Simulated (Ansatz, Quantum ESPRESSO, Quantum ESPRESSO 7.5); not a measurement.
## Band offsets of the CuI/MgSe(110) superlattice, 5 + 5 layers, a = 5.914 Å

Wanted: the band alignment of the CuI/MgSe(110) superlattice, 5 + 5 layers, a = 5.914 Å.

Method: plane-wave DFT, LDA, GBRV ultrasoft pseudopotentials (cross-check by Ansatz 0.2.0 with PAW datasets), in Quantum ESPRESSO 7.5.

Report form: the programs' logs are mostly left out.

## 1. The structure

The cell holds 20 atoms: 5 Cu, 5 I, 5 Mg and 5 Se. Its edges and angles: a = 5.914 Å, b = 4.182 Å, c = 20.909 Å, α = 90.0°, β = 90.0°, γ = 90.0°. Regions: CuI, 10 atoms (5 Cu and 5 I); MgSe, 10 atoms (5 Mg and 5 Se). The structure's axis is c.

## 2. The superlattice in Ansatz, atoms held

The atoms stay on the ideal cubic sites, so that each half of the superlattice is the very crystal whose bulk edges are computed below.

Contents of input.yaml:

```yaml
crystal:
  lattice:
    - [5.914, 0.0, 0.0]
    - [0.0, 4.1818295039, 0.0]
    - [0.0, 0.0, 20.9091475197]
  atoms:
    - { symbol: Cu, position: [0.0, 0.0, 0.0] }
    - { symbol: I, position: [0.25, 0.5, 0.0] }
    - { symbol: Cu, position: [0.5, 0.5, 0.1] }
    - { symbol: I, position: [0.75, 0.0, 0.1] }
    - { symbol: Cu, position: [0.0, 0.0, 0.2] }
    - { symbol: I, position: [0.25, 0.5, 0.2] }
    - { symbol: Cu, position: [0.5, 0.5, 0.3] }
    - { symbol: I, position: [0.75, 0.0, 0.3] }
    - { symbol: Cu, position: [0.0, 0.0, 0.4] }
    - { symbol: I, position: [0.25, 0.5, 0.4] }
    - { symbol: Mg, position: [0.5, 0.5, 0.5] }
    - { symbol: Se, position: [0.75, 0.0, 0.5] }
    - { symbol: Mg, position: [0.0, 0.0, 0.6] }
    - { symbol: Se, position: [0.25, 0.5, 0.6] }
    - { symbol: Mg, position: [0.5, 0.5, 0.7] }
    - { symbol: Se, position: [0.75, 0.0, 0.7] }
    - { symbol: Mg, position: [0.0, 0.0, 0.8] }
    - { symbol: Se, position: [0.25, 0.5, 0.8] }
    - { symbol: Mg, position: [0.5, 0.5, 0.9] }
    - { symbol: Se, position: [0.75, 0.0, 0.9] }
kpoints:
  mp_grid: { grid: [6, 8, 1] }
hamiltonian:
  xc: lda
scf:
  occupations: { method: fermi_dirac, width: 0.02 }
  convergence: { dr2_threshold: 1.0e-08 }
output:
  eigenvalues: true
  write_potential: true
  write_density: true
  volumetric_format: npy
checkpoint:
  write: relax.run
  compress: false
  write_wavefunctions: false
```

Launch:

```console
$ ansatz run input.yaml --threads 4 --pin off --max-ram 16384MiB --backend cpu --events-out ev --progress --plain --runs-dir out
```

Elapsed: 85 s, on 4 threads of Arm Neoverse V2, shared host; peak memory 2.8 GiB; 5.6 min of CPU time.

This step gave:

```
free energy         : -105994.9084 eV
Fermi energy        : 7.605 eV
gap by band count   : 1.335 eV
symmetry operations : 4
```

## 3. SCF with pw.x of bulk CuI

Each bulk is run alone at the common lattice constant, to place its band edges against its own mean potential.

Level of this step: plane-wave DFT, LDA, GBRV ultrasoft pseudopotentials (Quantum ESPRESSO 7.5).

System of this step: CuI, zinc blende at a = 5.914 Å. It takes space group F-43m (No. 216, cubic). The conventional cell has a = 5.914 Å, b = 5.914 Å, c = 5.914 Å, α = 90.00°, β = 90.00°, γ = 90.00°. Nearest to Cu lie 4 I at 2.56 Å. Nearest to I lie 4 Cu at 2.56 Å. Farther neighbours and most contacts between anions are not listed.

Contents of a.in:

```
&control
  prefix = 'a'
  outdir = './out'
  pseudo_dir = './pseudo'
  calculation = 'scf'
  tprnfor = .true.
/
&system
  ibrav = 0
  nat = 4
  ntyp = 2
  ecutwfc = 40
  ecutrho = 200
  occupations = 'smearing'
  smearing = 'fd'
  degauss = 0.002
/
&electrons
  conv_thr = 1e-07
  mixing_beta = 0.5
  electron_maxstep = 120
/
ATOMIC_SPECIES
  Cu  63.5460  cu_lda_v1.2.uspp.F.UPF
  I   126.9045  i_lda_v1.uspp.F.UPF
CELL_PARAMETERS angstrom
  5.91400000000000 0.00000000000000 0.00000000000000
  0.00000000000000 4.18182950393724 0.00000000000000
  0.00000000000000 0.00000000000000 4.18182950393724
ATOMIC_POSITIONS crystal
  Cu  0.000000000000 0.000000000000 0.000000000000
  I   0.250000000000 0.500000000000 0.000000000000
  Cu  0.500000000000 0.500000000000 0.500000000000
  I   0.750000000000 0.000000000000 0.500000000000
K_POINTS automatic
  6 8 8 0 0 0
```

Launch:

```console
$ OMP_NUM_THREADS=1 mpirun -n 4 pw.x -nk 4 -in a.in > a.out
```

Wall time 36 s (4 MPI ranks); peak memory 0.44 GiB; 2.4 min of CPU time.

This step gave:

```
free energy  : -12741.9304 eV
Fermi energy : 7.744 eV
```

The run needed 19 iterations to bring the estimated error under 1e-07 Ry.

## 4. Bands along a path of bulk CuI

The density is frozen and the levels are solved along a path.

a.bands.in, as its differences from the input of step 3:

```diff
@@ -1,7 +1,6 @@
 &control
-  prefix = 'a'
+  prefix = 'a.bands'
   outdir = './out'
   pseudo_dir = './pseudo'
-  calculation = 'scf'
-  tprnfor = .true.
+  calculation = 'bands'
 /
@@ -16,2 +15,3 @@
   degauss = 0.002
+  nbnd = 34
 /
@@ -34,3 +34,9 @@
   I   0.750000000000 0.000000000000 0.500000000000
-K_POINTS automatic
-  6 8 8 0 0 0
+K_POINTS crystal_b
+6
+  0.0000000000 0.0000000000 0.0000000000 20
+  1.0000000000 0.0000000000 0.0000000000 1
+  0.0000000000 0.0000000000 0.0000000000 20
+  0.5000000000 0.0000000000 0.5000000000 1
+  0.0000000000 0.0000000000 0.0000000000 20
+  0.0000000000 0.5000000000 0.5000000000 1
```

Launch:

```console
$ cp -r out/a.save out/a.bands.save
$ cp out/a.xml out/a.bands.xml
$ OMP_NUM_THREADS=1 mpirun -n 4 pw.x -nk 4 -in a.bands.in > a.bands.out
```

The job ended after 26 s (4 MPI ranks; peak memory 0.31 GiB).

This step gave:

- valence top, on the run's zero: 7.154 eV
- conduction bottom, on the run's zero: 8.283 eV
- gap by band count: 1.129 eV

Band numbers count within the set of bands kept for display; the cell holds two formula units, so the X point along 001 folds onto the zone centre. The electronic bands at the labelled points (eV, zero at the Fermi level, which the smearing puts inside the gap; v1 is the highest filled band, c1 the lowest empty one):

```tsv
point	v4	v3	v2	v1	c1	c2	c3	c4
L	-1.44	-1.44	-1.44	-1.44	1.49	1.49	4.76	4.76
halfway	-2.14	-1.97	-1.04	-1.04	1.66	2.48	4.10	4.79
Γ	-2.41	-0.59	-0.59	-0.59	0.54	1.86	2.19	4.18
halfway	-2.14	-1.91	-1.66	-1.66	2.50	2.78	3.99	4.13
X	-2.41	-2.41	-2.41	-2.41	1.86	1.86	2.19	2.19
```

## 5. Electrostatic potential of bulk CuI

plot_num = 11 writes the bare and Hartree potential, whose mean serves as the common reference.

Contents of a.pot.in:

```
&inputpp
  prefix = 'a'
  outdir = './out'
  filplot = 'a.pot.dat'
  plot_num = 11
/
```

Launch:

```console
$ OMP_NUM_THREADS=1 mpirun -n 4 pp.x -in a.pot.in > a.pot.out
```

Wall time 0.8 s (4 MPI ranks); peak memory 0.09 GiB.

Electrostatic potential energy of an electron; zero at the Fermi level, which the smearing puts inside the gap. The potential energy, planar mean by z:

z (Å), potential energy, planar mean (eV) and a bar from the least value:
```
     0.00      -12.8 
     0.12      -12.3 #
     0.23      -10.9 ####
     0.35       -8.9 #########
     0.46       -6.6 ###############
     0.58       -4.3 ####################
     0.70       -2.4 ########################
     0.81       -1.1 ###########################
     0.93       -0.2 #############################
     1.05        0.1 ##############################
     1.16       -0.2 #############################
     1.28       -1.1 ###########################
     1.39       -2.4 ########################
     1.51       -4.3 ####################
     1.63       -6.6 ###############
     1.74       -8.9 #########
     1.86      -10.9 ####
     1.97      -12.3 #
     2.09      -12.8 
     2.21      -12.3 #
     2.32      -10.9 ####
     2.44       -8.9 #########
     2.56       -6.6 ###############
     2.67       -4.3 ####################
     2.79       -2.4 ########################
     2.90       -1.1 ###########################
     3.02       -0.2 #############################
     3.14        0.1 ##############################
     3.25       -0.2 #############################
     3.37       -1.1 ###########################
     3.48       -2.4 ########################
     3.60       -4.3 ####################
     3.72       -6.6 ###############
     3.83       -8.9 #########
     3.95      -10.9 ####
     4.07      -12.3 #
```

## 6. Planar and running averages of bulk CuI

A running mean over one period damps the atomic wiggles and leaves the mean of this pseudopotential's potential.

Contents of a.avg.in:

```
1
a.pot.dat
1.0
40
3
7.9025124623
```

Launch:

```console
$ OMP_NUM_THREADS=1 average.x < a.avg.in > a.avg.out
```

Run time: 0.47 s. Hardware: 1 MPI rank; peak memory 0.1 GiB.

Read from the output:

| Item | Value |
| --- | --- |
| average.x's running mean over the crystal, on the run's own zero | 1.855 eV |
| mean potential by an exact Fourier window over the crystal, on the run's own zero | 1.855 eV |

Electrostatic potential energy of an electron; zero at the Fermi level, which the smearing puts inside the gap; window 4.1818 Å. The potential energy, running mean stays at -5.89 eV for z from 0 to 4.08 Å.

## 7. Ground state of bulk MgSe

System of this step: MgSe, zinc blende at a = 5.914 Å. Symmetry: F-43m, No. 216, cubic system. The conventional cell has a = 5.914 Å, b = 5.914 Å, c = 5.914 Å, α = 90.00°, β = 90.00°, γ = 90.00°. Nearest to Mg lie 4 Se at 2.56 Å. Se has 4 Mg at 2.56 Å nearest. Farther neighbours and most contacts between anions are not listed.

Contents of b.in:

```
&control
  prefix = 'b'
  outdir = './out'
  pseudo_dir = './pseudo'
  calculation = 'scf'
  tprnfor = .true.
/
&system
  ibrav = 0
  nat = 4
  ntyp = 2
  ecutwfc = 40
  ecutrho = 200
  occupations = 'smearing'
  smearing = 'fd'
  degauss = 0.002
/
&electrons
  conv_thr = 1e-07
  mixing_beta = 0.5
  electron_maxstep = 120
/
ATOMIC_SPECIES
  Mg  24.3050  mg_lda_v1.4.uspp.F.UPF
  Se  78.9710  se_lda_v1.uspp.F.UPF
CELL_PARAMETERS angstrom
  5.91400000000000 0.00000000000000 0.00000000000000
  0.00000000000000 4.18182950393724 0.00000000000000
  0.00000000000000 0.00000000000000 4.18182950393724
ATOMIC_POSITIONS crystal
  Mg  0.000000000000 0.000000000000 0.000000000000
  Se  0.250000000000 0.500000000000 0.000000000000
  Mg  0.500000000000 0.500000000000 0.500000000000
  Se  0.750000000000 0.000000000000 0.500000000000
K_POINTS automatic
  6 8 8 0 0 0
```

Launch:

```console
$ OMP_NUM_THREADS=1 mpirun -n 4 pw.x -nk 4 -in b.in > b.out
```

It took 10 s on 4 MPI ranks; peak memory 0.41 GiB.

Numbers from this step:

- free energy: -4583.2517 eV
- Fermi energy: 3.871 eV

## 8. Bands along a path of bulk MgSe

b.bands.in, as its differences from the input of step 7:

```diff
@@ -1,7 +1,6 @@
 &control
-  prefix = 'b'
+  prefix = 'b.bands'
   outdir = './out'
   pseudo_dir = './pseudo'
-  calculation = 'scf'
-  tprnfor = .true.
+  calculation = 'bands'
 /
@@ -16,2 +15,3 @@
   degauss = 0.002
+  nbnd = 24
 /
@@ -34,3 +34,9 @@
   Se  0.750000000000 0.000000000000 0.500000000000
-K_POINTS automatic
-  6 8 8 0 0 0
+K_POINTS crystal_b
+6
+  0.0000000000 0.0000000000 0.0000000000 20
+  1.0000000000 0.0000000000 0.0000000000 1
+  0.0000000000 0.0000000000 0.0000000000 20
+  0.5000000000 0.0000000000 0.5000000000 1
+  0.0000000000 0.0000000000 0.0000000000 20
+  0.0000000000 0.5000000000 0.5000000000 1
```

Launch:

```console
$ cp -r out/b.save out/b.bands.save
$ cp out/b.xml out/b.bands.xml
$ OMP_NUM_THREADS=1 mpirun -n 4 pw.x -nk 4 -in b.bands.in > b.bands.out
```

It took 15 s on 4 MPI ranks; peak memory 0.31 GiB; 59 s of CPU time.

Read from the output:

* valence top, on the run's zero: 2.855 eV
* conduction bottom, on the run's zero: 5.305 eV
* gap by band count: 2.450 eV

Band numbers count within the set of bands kept for display; the cell holds two formula units, so the X point along 001 folds onto the zone centre. Electronic bands along the path, in eV, zero at the Fermi level, which the smearing puts inside the gap; v1 is the highest filled band, c1 the lowest empty one:

```tsv
point	v4	v3	v2	v1	c1	c2	c3	c4
L	-1.39	-1.39	-1.39	-1.39	3.05	3.05	5.83	5.83
halfway	-2.48	-1.81	-1.22	-1.22	3.02	3.46	5.27	6.06
Γ	-2.16	-1.02	-1.02	-1.02	1.43	2.23	3.74	6.02
halfway	-2.97	-2.47	-1.66	-1.66	3.44	4.06	4.52	6.08
X	-2.16	-2.16	-2.16	-2.16	2.23	2.23	3.74	3.74
```

## 9. Electrostatic potential of bulk MgSe

Contents of b.pot.in:

```
&inputpp
  prefix = 'b'
  outdir = './out'
  filplot = 'b.pot.dat'
  plot_num = 11
/
```

Launch:

```console
$ OMP_NUM_THREADS=1 mpirun -n 4 pp.x -in b.pot.in > b.pot.out
```

It took 0.8 s on 4 MPI ranks; peak memory 0.1 GiB.

## 10. Planar and running averages of bulk MgSe

Contents of b.avg.in:

```
1
b.pot.dat
1.0
40
3
7.9025124623
```

Launch:

```console
$ OMP_NUM_THREADS=1 average.x < b.avg.in > b.avg.out
```

Wall time 0.47 s (1 MPI rank); peak memory 0.1 GiB.

Numbers from this step:

| Property | Result |
| --- | --- |
| average.x's running mean over the crystal, on the run's own zero | 1.102 eV |
| mean potential by an exact Fourier window over the crystal, on the run's own zero | 1.102 eV |

## 11. Ground state of the superlattice

The superlattice gives the step of the mean potential between the two crystals; (110) layers are neutral, so no field builds up.

System of this step: CuI/MgSe(110) superlattice, 5 + 5 layers, a = 5.914 Å. The cell holds 20 atoms: 5 Cu, 5 I, 5 Mg and 5 Se. Cell: a = 5.914 Å, b = 4.182 Å, c = 20.909 Å, α = 90.0°, β = 90.0°, γ = 90.0°. Regions: CuI, 10 atoms (5 Cu and 5 I); MgSe, 10 atoms (5 Mg and 5 Se). The structure's axis is c.

Contents of ab.in:

```
&control
  prefix = 'ab'
  outdir = './out'
  pseudo_dir = './pseudo'
  calculation = 'scf'
  tprnfor = .true.
/
&system
  ibrav = 0
  nat = 20
  ntyp = 4
  ecutwfc = 40
  ecutrho = 200
  occupations = 'smearing'
  smearing = 'fd'
  degauss = 0.002
/
&electrons
  conv_thr = 1e-07
  mixing_beta = 0.5
  electron_maxstep = 120
/
ATOMIC_SPECIES
  Cu  63.5460  cu_lda_v1.2.uspp.F.UPF
  I   126.9045  i_lda_v1.uspp.F.UPF
  Mg  24.3050  mg_lda_v1.4.uspp.F.UPF
  Se  78.9710  se_lda_v1.uspp.F.UPF
CELL_PARAMETERS angstrom
  5.91400000000000 0.00000000000000 0.00000000000000
  0.00000000000000 4.18182950390000 0.00000000000000
  0.00000000000000 0.00000000000000 20.90914751970000
ATOMIC_POSITIONS crystal
  Cu  0.000000000000 0.000000000000 0.000000000000
  I   0.250000000000 0.500000000000 0.000000000000
  Cu  0.500000000000 0.500000000000 0.100000000000
  I   0.750000000000 0.000000000000 0.100000000000
  Cu  0.000000000000 0.000000000000 0.200000000000
  I   0.250000000000 0.500000000000 0.200000000000
  Cu  0.500000000000 0.500000000000 0.300000000000
  I   0.750000000000 0.000000000000 0.300000000000
  Cu  0.000000000000 0.000000000000 0.400000000000
  I   0.250000000000 0.500000000000 0.400000000000
  Mg  0.500000000000 0.500000000000 0.500000000000
  Se  0.750000000000 0.000000000000 0.500000000000
  Mg  0.000000000000 0.000000000000 0.600000000000
  Se  0.250000000000 0.500000000000 0.600000000000
  Mg  0.500000000000 0.500000000000 0.700000000000
  Se  0.750000000000 0.000000000000 0.700000000000
  Mg  0.000000000000 0.000000000000 0.800000000000
  Se  0.250000000000 0.500000000000 0.800000000000
  Mg  0.500000000000 0.500000000000 0.900000000000
  Se  0.750000000000 0.000000000000 0.900000000000
K_POINTS automatic
  6 8 1 0 0 0
```

Launch:

```console
$ OMP_NUM_THREADS=1 mpirun -n 4 pw.x -nk 2 -in ab.in > ab.out
```

Wall time 17 min (4 MPI ranks); peak memory 1.8 GiB.

Numbers from this step:

* free energy: -43312.2285 eV
* Fermi energy: 6.037 eV

The program's own clock; routines nest. Time by routine:

```tsv
routine	wall time (s)	calls
PWSCF	1027	1
electrons	1013	1
c_bands	931.1	25
cegterg	880.9	261
h_psi	411.9	1840
fftw	195.3	260952
vloc_psi	193.8	1840
calbec	140.8	2130
h_psi:calbec	107.6	1840
add_vuspsi	107.4	1840
s_psi	107.3	1840
sum_band	70.18	25
cdiaghg	35.57	1830
newd	11.48	26
```

The run needed 25 iterations to bring the estimated error under 1e-07 Ry; the largest force on any atom, held or free, is 1.57 eV/Å.

## 12. Electrostatic potential of the superlattice

Contents of ab.pot.in:

```
&inputpp
  prefix = 'ab'
  outdir = './out'
  filplot = 'ab.pot.dat'
  plot_num = 11
/
```

Launch:

```console
$ OMP_NUM_THREADS=1 mpirun -n 4 pp.x -in ab.pot.in > ab.pot.out
```

Run time: 1.5 s. Hardware: 4 MPI ranks; peak memory 0.18 GiB; 5.7 s of CPU time.

Electrostatic potential energy in the ca plane at fractional y = 0.000, with atoms of Cu and I and Se and Mg within 0.2 Å of it. With pseudopotentials it is smooth inside the atoms' cores, unlike the true potential.

Values in eV, 9 rows by 16 columns, each cell a mean:
```
 -8 -41 -29 -10 -11 -28 -42  -2  -5 -12 -39  -4  -6  -6 -41  -8
-44  -2  -3 -59 -61  -3  -1 -30 -64  -4  -3 -16 -73  -9  -3  -6
-49   1  -1 -65 -67  -1   3 -36 -72  -1   3 -18 -82  -9   3  -6
-11   3   2 -16 -17   2   4  -3 -10   3   4   0 -12   1   4   2
  2   4   4   2   2   4   4   3   3   4   4   4   3   4   4   4
  4   4   4   4   4   4   3   3   3   4   4   4   3   4   4   4
  4   3   3   4   4   3   3   3   3   3   2   3   3   3   2   3
  3  -7  -4   3   3  -4  -7   3   3  -3  -9   0   3  -1 -10  -1
  0 -58 -42   2   2 -40 -60   1   3 -17 -58  -4   3  -7 -61 -10
```
Columns run along c (16.0 Å, from fractional 0.12 to 0.88 of the cell; values clipped at the 3rd and 97th percentile), rows up along a (5.9 Å). Atoms in or near the plane, at fractional coordinates: Cu at (0.20, 0.00), I at (0.30, 0.75), Cu at (0.40, 0.00), Se at (0.50, 0.75), Mg at (0.60, 0.00), Se at (0.70, 0.75), Mg at (0.80, 0.00).

## 13. Planar and running averages of the superlattice

Contents of ab.avg.in:

```
1
ab.pot.dat
1.0
200
3
7.9025124623
```

Launch:

```console
$ OMP_NUM_THREADS=1 average.x < ab.avg.in > ab.avg.out
```

Run time: 0.53 s. Hardware: 1 MPI rank; peak memory 0.12 GiB.

Numbers from this step:

* average.x's running mean in the CuI layers, on the run's own zero: 0.2423 eV
* slope of the running mean in the CuI layers: -7.80e-5 eV/Å
* mean potential by an exact Fourier window in the CuI layers, on the run's own zero: 0.2423 eV
* average.x's running mean in the MgSe layers, on the run's own zero: 2.709 eV
* slope of the running mean in the MgSe layers: -4.42e-5 eV/Å
* mean potential by an exact Fourier window in the MgSe layers, on the run's own zero: 2.709 eV

Electrostatic potential energy of an electron; zero at the Fermi level; window 4.1818 Å. Potential energy, running mean against z:

z (Å), potential energy, running mean (eV) and a bar from the least value:
```
      0.0      -5.18 ########
      0.5      -5.58 ###
      1.0      -5.75 #
      1.5      -5.78 
      2.0      -5.79 
      2.5      -5.80 
      3.0      -5.80 
      3.5      -5.79 
      4.0      -5.79 
      4.5      -5.79 
      5.0      -5.79 
      5.5      -5.80 
      6.0      -5.79 
      6.5      -5.79 
      7.0      -5.78 
      7.5      -5.73 #
      8.0      -5.48 ####
      8.5      -5.05 #########
      9.0      -4.69 #############
      9.5      -4.53 ###############
     10.0      -4.31 ##################
     10.5      -3.90 #######################
     11.0      -3.51 ############################
     11.5      -3.36 ##############################
     12.0      -3.33 ##############################
     12.5      -3.32 ##############################
     13.0      -3.32 ##############################
     13.5      -3.33 ##############################
     14.0      -3.33 ##############################
     14.5      -3.33 ##############################
     15.0      -3.33 ##############################
     15.5      -3.33 ##############################
     16.0      -3.32 ##############################
     16.5      -3.32 ##############################
     17.0      -3.32 ##############################
     17.5      -3.34 ##############################
     18.0      -3.40 #############################
     18.5      -3.66 ##########################
     19.0      -4.10 #####################
     19.5      -4.44 ################
     20.0      -4.59 ###############
     20.5      -4.83 ############
```

(Continued in part 2 of 2.)

[Logs are printed without paths, hosts, clocks, repeated set-up lines and the standing remarks that a program may print on its own settings, such as how far it seeks lower states.]

[Hosts, paths, dates, database ids (printed as entryN), source tags and the programs' standing remarks are cut or masked in the printed files.]

[Maps of the electrostatic potential energy from Ansatz leave out the sawtooth potential of an applied field or a dipole correction, so their vacuum need not be flat; planar profiles and work functions include it.]
